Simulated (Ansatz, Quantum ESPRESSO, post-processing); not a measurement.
# Screening and band shifts of 1T-HfO2, 1 layer, part 5 of 5

How does 1T-HfO2, 1 layer respond to a gate-like field without added charge?

Quantum ESPRESSO 7.5; plane-wave DFT, PBEsol, GBRV ultrasoft pseudopotentials; geometry and cross-check by Ansatz 0.2.0 with PAW datasets.

So far. Step 13 (Bands along a path: field 0.4 V/Å): Upper empty bands that drop with the field can be states of the vacuum, held by the sawtooth; they depend on the cell's width. Step 13 (Bands along a path: field 0.4 V/Å): Along this path the valence top lies between K and Γ and the conduction bottom at M.

**14. Valence density**

The density shows how far the electrons spill into the vacuum.

f0.rho.in

```
&inputpp
  prefix = 'f0'
  outdir = './out'
  filplot = 'f0.rho.dat'
  plot_num = 0
/
```

Launch:

```bash
OMP_NUM_THREADS=1 mpirun -n 4 pp.x -in f0.rho.in > f0.rho.out
```

Numbers of over 12 decimals in the logs are rounded to 6 here.

Log:

```text
[banner, memory and clock lines left out]
Program POST-PROC v.7.5 starts

          URL

     ./out/f0.save/

     IMPORTANT: XC functional enforced from input :
     Exchange-correlation= PBESOL
                           (   1   4  10   8   0   0   0)
     Any further DFT definition will be discarded
     Please, verify this is what you really want

     Check: negative core charge=   -0.000016

     negative rho (up, down):  1.092E-01 0.000E+00

     Adding external electric field

     Computed dipole along edir(3) :
        Dipole               -0.0000 Ry au,         -0.0000 Debye
        Dipole field         -0.0000 Ry au,

        Potential amp.        0.0000 Ry
        Total length         35.4094 bohr

     Calling punch_plot, plot_num =   0
     Writing data to file  f0.rho.dat
     Message from routine chdens:
     namelist plot not found or invalid, exiting
```

Run time: 1.3 s. Hardware: 4 MPI ranks of Arm Neoverse N1, shared host; peak memory 0.13 GiB.

Numbers from this step:

- electrons by integration: 24.00 e

Mean over planes. Valence density, planar mean against z:

z (Å), valence density, planar mean (e/Å³) and a bar:
```
        5       0.00 
        6       0.00 
        7       0.00 
        8       0.11 ###
        9       0.89 ###########################
       10       1.00 ##############################
       11       0.62 ###################
       12       0.02 #
       13       0.00 
       14       0.00
```

Valence density in the ca plane at fractional y = 0.000, with atoms of Hf within 0.2 Å of it. It is the smooth field of the valence electrons, not physical close to the nuclei.

Ten steps, logarithmic in the rise over the least value, from '0' (-0.5 e/Å³) to '9' (3.8 e/Å³), each cell a mean:
```
55555555555555555555579999755555555555555555
55555555555555555555567887665555555555555555
55555555555555555555666666665555555555555555
55555555555555555555666666666555555555555555
55555555555555555555666666666555555555555555
55555555555555555555666777665555555555555555
55555555555555555555568999655555555555555555
55555555555555555555579709765555555555555555
```
Columns run along c (16.0 Å, from fractional 0.07 to 0.89 of the cell), rows up along a (3.3 Å). Atoms in or near the plane, at fractional coordinates: Hf at (0.50, 0.00).

The density integrates to 24.000 electrons, as the 24 of the input ask.

**15. Valence density**

f2.rho.in

```
&inputpp
  prefix = 'f2'
  outdir = './out'
  filplot = 'f2.rho.dat'
  plot_num = 0
/
```

Launch:

```bash
OMP_NUM_THREADS=1 mpirun -n 4 pp.x -in f2.rho.in > f2.rho.out
```

Run time: 1.3 s. Hardware: 4 MPI ranks; peak memory 0.13 GiB.

**16. Charge moved by a field of 0.2 V/Å**

Read from the output:

```
largest charge moved across a plane : 9.52e-4 e/Å²
dipole step                         : -0.5906 eV
```

Table of planar mean by z:

| z (Å) | planar mean (e/Å³) |
| --- | --- |
| 3.5 | 2.7e-8 |
| 4.0 | 8.8e-8 |
| 4.5 | 3.1e-7 |
| 5.0 | 1.1e-6 |
| 5.5 | 3.7e-6 |
| 6.0 | 1.3e-5 |
| 6.5 | 4.2e-5 |
| 7.0 | 1.3e-4 |
| 7.5 | 3.6e-4 |
| 8.0 | 6.9e-4 |
| 8.5 | 3.7e-4 |
| 9.0 | 3.1e-4 |
| 9.5 | 3.7e-6 |
| 10.0 | -4.4e-6 |
| 10.5 | -3.0e-4 |
| 11.0 | -3.6e-4 |
| 11.5 | -7.0e-4 |
| 12.0 | -3.6e-4 |
| 12.5 | -1.3e-4 |
| 13.0 | -4.0e-5 |
| 13.5 | -1.2e-5 |
| 14.0 | -3.2e-6 |
| 14.5 | -8.7e-7 |
| 15.0 | -2.3e-7 |
| 15.5 | -6.0e-8 |

The running integral, electrons below z by z:

| z (Å) | running integral, electrons below z (e/Å²) |
| --- | --- |
| 4 | 4.1e-8 |
| 5 | 4.9e-7 |
| 6 | 5.9e-6 |
| 7 | 6.4e-5 |
| 8 | 4.7e-4 |
| 9 | 9.0e-4 |
| 10 | 9.5e-4 |
| 11 | 7.2e-4 |
| 12 | 1.5e-4 |
| 13 | 1.4e-5 |
| 14 | 1.1e-6 |
| 15 | 7.7e-8 |

**17. Polarisability from the dipole between 0 and 0.1 V/A**

Read from the output:

```
change of slope in the vacuum : 0.10000 eV/Å
polarisability a cell         : 2.153 Å³
sheet polarisability 4πα/A    : 2.954 Å
```

Change of the potential energy, second field less first against z:

z (Å), change of the potential energy, second field less first (eV) and a bar from the least value:
```
        0     -0.414 #######
        1     -0.728 
        2     -0.628 ##
        3     -0.528 ####
        4     -0.428 ######
        5     -0.328 #########
        6     -0.228 ###########
        7     -0.130 #############
        8     -0.047 ###############
        9     -0.011 ###############
       10      0.003 ################
       11      0.024 ################
       12      0.084 #################
       13      0.177 ###################
       14      0.277 #####################
       15      0.377 ########################
       16      0.477 ##########################
       17      0.577 ############################
       18      0.677 ##############################
       19      0.635 #############################
```

**18. Dipole against field**

Table of dipole along the normal, dipole moment by applied field:

| applied field (V/Å) | dipole along the normal, dipole moment (e·Å) |
| --- | --- |
| 0.000 | 0 |
| 0.100 | 0.0149 |
| 0.200 | 0.0299 |
| 0.400 | 0.0598 |

**19. The same in Ansatz: field 0.1 V/Å**

A second code with its own PAW datasets, on the same atoms.

Level of this step: plane-wave DFT, PBE, Ansatz PAW (Ansatz 0.2.0).

input.yaml

```yaml
crystal:
  lattice:
    - [3.2515021034, 0.0, 0.0]
    - [-1.6257510517, 2.815883422, 0.0]
    - [0.0, 0.0, 19.5185908759]
  atoms:
    - { symbol: O, position: [0.6666666667, 0.3333333333, 0.4502985038] }
    - { symbol: Hf, position: [0.0, 0.0, 0.4999999917] }
    - { symbol: O, position: [0.3333333333, 0.6666666667, 0.5497015045] }
kpoints:
  mp_grid: { grid: [12, 12, 1] }
hamiltonian:
  xc: pbe
scf:
  occupations: { method: fermi_dirac, width: 0.054 }
  convergence: { dr2_threshold: 1.0e-09 }
efield:
  axis: 3
  dipole_correction: true
  ramp_position: 0.97
  ramp_width: 0.04
  amplitude: 0.1
output:
  write_potential: true
  write_density: true
  volumetric_format: npy
```

Launch:

```bash
ansatz run input.yaml --threads 4 --pin off --max-ram 8192MiB --backend cpu --events-out ev --progress --plain --runs-dir out
```

Log:

```text
[...]
Crystal: 3 atoms, lattice volume = 178.709 Å³
Basis set: ecut = 420 eV, 3557 PW (Γ)
Bands: 23, of which v1, the nominal top of the filled ones, is band 19 counted from 1 (18 counted from 0)
Symmetry: 6 space group operations
k-points: 19 of 144 (time reversal used)
[...]
SCF iter   1: F=—  HF=-16865.127807 eV  |F-HF|=—  |Δ(HF+E_count)|=         —  Δρ=8.65e-2  dr2=1.47e1  ethr=3.10e-3  p=0.020 e·Å  D=1.99e-2 V/Å  ΔV_dip=-0.39 eV  dr2_dipole=1.17e-4  V_vac-E_F(+/−)=9.01/7.68 eV  ⟨swp⟩=6.9  Hψ=2168  notcnv=0
[...]
SCF iter  12: F=-16860.996411 eV  HF=-16860.996411 eV  |F-HF|=5.24e-10  |Δ(HF+E_count)|=   4.61e-9  Δρ=1.02e-6  dr2=8.12e-10  ethr=2.63e-12  p=0.015 e·Å  D=1.51e-2 V/Å  ΔV_dip=-0.30 eV  dr2_dipole=3.43e-12  V_vac-E_F(+/−)=6.10/4.68 eV  ⟨swp⟩=4.6  Hψ=2242  notcnv=0
SCF 1 converged in 12 iterations: F = -16860.996411 eV  dr2 = 8.12e-10
[...]
SCF converged after 12 iterations
Free energy (F): -16860.996411 eV
[...]
Internal energy: -16860.996411 eV  (E = F + TS)
E sigma→0 (E₀):  -16860.996411 eV
Fermi energy:    -1.201818 eV
Dipole field:    D = 0.015119 V/Å  (p = 0.014932 e·Å, saw-weighted, corrected)
Work function:   not extracted (applied field tilts the vacuum); planar V_es + V_field profile in the machine report
[...]
--- Band table (eV; the first three rows and the last of 19) ---
  k-point 0: bands = [... 15 lower, -6.8457, -4.2282, -3.8534, -3.8534, 1.4884, 1.4884, 1.8312, 3.4776]
  k-point 1: bands = [... 15 lower, -6.7655, -4.2037, -4.0732, -3.9552, 1.4798, 1.6523, 2.0447, 3.5577]
  k-point 2: bands = [... 15 lower, -6.5645, -4.8080, -4.1970, -3.8845, 1.4224, 2.0698, 2.4773, 3.7685]
  k-point 18: bands = [... 15 lower, -6.4719, -4.7386, -4.7070, -4.2983, 1.4075, 2.7453, 2.7473, 6.3262]
```

The job ended after 5.6 s (4 threads; peak memory 0.41 GiB; 19 s of CPU time).

Read from the output:

| Quantity | Value |
| --- | --- |
| free energy | -16860.9964 eV |
| Fermi energy | -1.202 eV |
| gap by band count | 4.833 eV |
| dipole along the normal | 0.01493 e·Å |

At 0.1 V/Å Ansatz's dipole is 0.0149 e Å against 0.0149 from pw.x, under another functional.

**20. The same in Ansatz: field -0.1 V/Å**

input.yaml, as its differences from the input of step 19:

```diff
@@ -21,3 +21,3 @@
   ramp_width: 0.04
-  amplitude: 0.1
+  amplitude: -0.1
 output:
```

Log:

```text
[...]
Crystal: 3 atoms, lattice volume = 178.709 Å³
Basis set: ecut = 420 eV, 3557 PW (Γ)
Bands: 23, of which v1, the nominal top of the filled ones, is band 19 counted from 1 (18 counted from 0)
Symmetry: 6 space group operations
k-points: 19 of 144 (time reversal used)
[...]
--- Band table (eV; the first three rows and the last of 19) ---
  k-point 0: bands = [... 15 lower, -6.8788, -4.2613, -3.8865, -3.8865, 1.4552, 1.4552, 1.7980, 3.4501]
  k-point 1: bands = [... 15 lower, -6.7987, -4.2368, -4.1063, -3.9883, 1.4467, 1.6192, 2.0116, 3.5289]
  k-point 2: bands = [... 15 lower, -6.5976, -4.8412, -4.2302, -3.9176, 1.3893, 2.0366, 2.4442, 3.7371]
  k-point 18: bands = [... 15 lower, -6.5051, -4.7718, -4.7401, -4.3314, 1.3744, 2.7122, 2.7142, 6.2931]
[key lines of the parts left out:]
SCF converged after 12 iterations
Free energy (F): -16860.996411 eV
Fermi energy:    -1.234955 eV
Dipole field:    D = -0.015118 V/Å  (p = -0.014931 e·Å, saw-weighted, corrected)
```

Elapsed: 5 s, on 4 threads; peak memory 0.43 GiB; 19 s of CPU time.

Numbers from this step:

- Fermi energy: -1.235 eV
- dipole along the normal: -0.01493 e·Å

**21. Dipole against field, Ansatz**

The dipole along the normal, dipole moment by applied field:

| applied field (V/Å) | dipole along the normal, dipole moment (e·Å) |
| --- | --- |
| -0.1000 | -0.0149 |
| 0.0000 | 7.5e-6 |
| 0.1000 | 0.0149 |

**22. Self-consistent run**

Level of this step: plane-wave DFT, PBEsol, GBRV ultrasoft pseudopotentials (Quantum ESPRESSO 7.5).

f1.w0.in

```
&control
  prefix = 'f1.w0'
  outdir = './out'
  pseudo_dir = './pseudo'
  calculation = 'scf'
  tprnfor = .true.
  tefield = .true.
  dipfield = .true.
/
&system
  ibrav = 0
  nat = 3
  ntyp = 2
  ecutwfc = 40
  ecutrho = 200
  occupations = 'smearing'
  smearing = 'fd'
  degauss = 0.004
  edir = 3
  emaxpos = 0.97
  eopreg = 0.04
  eamp = 0.00194469
/
&electrons
  conv_thr = 1e-09
  mixing_beta = 0.4
  electron_maxstep = 120
  mixing_mode = 'plain'
  diagonalization = 'ppcg'
/
ATOMIC_SPECIES
  O   15.9990  o_pbesol_v1.2.uspp.F.UPF
  Hf  178.4900  hf_pbesol_v1.uspp.F.UPF
CELL_PARAMETERS angstrom
  3.25150210340337 0.00000000000000 0.00000000000000
  -1.62575105170168 2.81588342200585 0.00000000000000
  0.00000000000000 0.00000000000000 19.51859087590000
ATOMIC_POSITIONS crystal
  O   0.666666666667 0.333333333333 0.450298503764
  Hf  -0.000000000000 0.000000000000 0.499999991745
  O   0.333333333333 0.666666666667 0.549701504491
K_POINTS automatic
  12 12 1 0 0 0
```

Launch:

```bash
OMP_NUM_THREADS=1 mpirun -n 4 pw.x -nk 4 -in f1.w0.in > f1.w0.out
```

Log:

```text
[banner, memory and clock lines left out]
Program PWSCF v.7.5 starts

          URL

     Presently no symmetry can be used with electric field

 %%%%%%%%%%%%%%%%%%%%%%%%%%%%%%%%%%%%%%%%%%%%%%%%%%%%%%%%%%%%%%%%%%%%%%%%%%%%%%
     Error in routine iosys (1):
     PPCG diagonalization not supported anymore (Dec. 2024)
 %%%%%%%%%%%%%%%%%%%%%%%%%%%%%%%%%%%%%%%%%%%%%%%%%%%%%%%%%%%%%%%%%%%%%%%%%%%%%%

     stopping ...
[the rest left out]
```

Elapsed: 0.51 s, on 4 MPI ranks; peak memory 0.1 GiB.

The program refused the input before any cycle.

The fault put into the input: an eigensolver that this release has dropped (electrons.diagonalization = "ppcg").

The message: “iosys (1): PPCG diagonalization not supported anymore (Dec. 2024)”. This release no longer has that solver; david, paro or rmm-davidson serve.

**23. Worked from the printed numbers**

α = Δp/E = (0.01495 − (0.00000)) e Å / 0.1 V/Å = 0.1495 e Å²/V; times e/(4πε₀) = 14.40 V Å this is 2.153 Å³. With A = 9.156 Å², 4πα/A = 2.954 Å.

**24. Results**

| Property | Result |
| --- | --- |
| polarisability along the normal, a cell | 2.15 Å³ |
| sheet polarisability 4πα/A | 2.95 Å |
| dipole without a field | 0 e·Å |
| Kohn-Sham ionisation potential, upper face | 7.95 eV |
| gap along the path at 0 V/Å | 4.82 eV |
| gap along the path at 0.2 V/Å | 4.81 eV |
| gap along the path at 0.4 V/Å | 4.81 eV |

**Reading.** The sheet answers a field with a polarisability of 2.15 Å³ a cell, or 4πα/A = 2.95 Å (PBEsol, GBRV ultrasoft). In pw.x the dipole follows the field linearly over the range tried. A perfect conductor 2.95 Å thick would screen alike; the outer atoms lie 1.94 Å apart. At 0.1 V/Å the sheet takes 0.295 eV off the potential drop. At 0.2 V/Å the gap along the path is unchanged within 0.01 eV. Quantum ESPRESSO and Ansatz give 2.153 and 2.150 Å³ for the polarisability (pw.x from 0 and 0.1 V/Å, Ansatz from ±0.1 V/Å, under PBE), which agree. The ions stay at their zero-field places, so this is the electrons' response alone. Semilocal gaps are too small, and in strong fields empty levels can belong to the vacuum. Spin-orbit coupling is left out; depending on the atoms that carry the levels of interest, it can split and shift them by tenths of an eV to an eV or more.

[Logs are printed without paths, hosts, clocks, repeated set-up lines and the standing remarks that a program may print on its own settings, such as how far it seeks lower states.]

[Hosts, paths, dates, database ids (printed as entryN), source tags and the programs' standing remarks are cut or masked in the printed files.]

[Maps of the electrostatic potential energy from Ansatz leave out the sawtooth potential of an applied field or a dipole correction, so their vacuum need not be flat; planar profiles and work functions include it.]
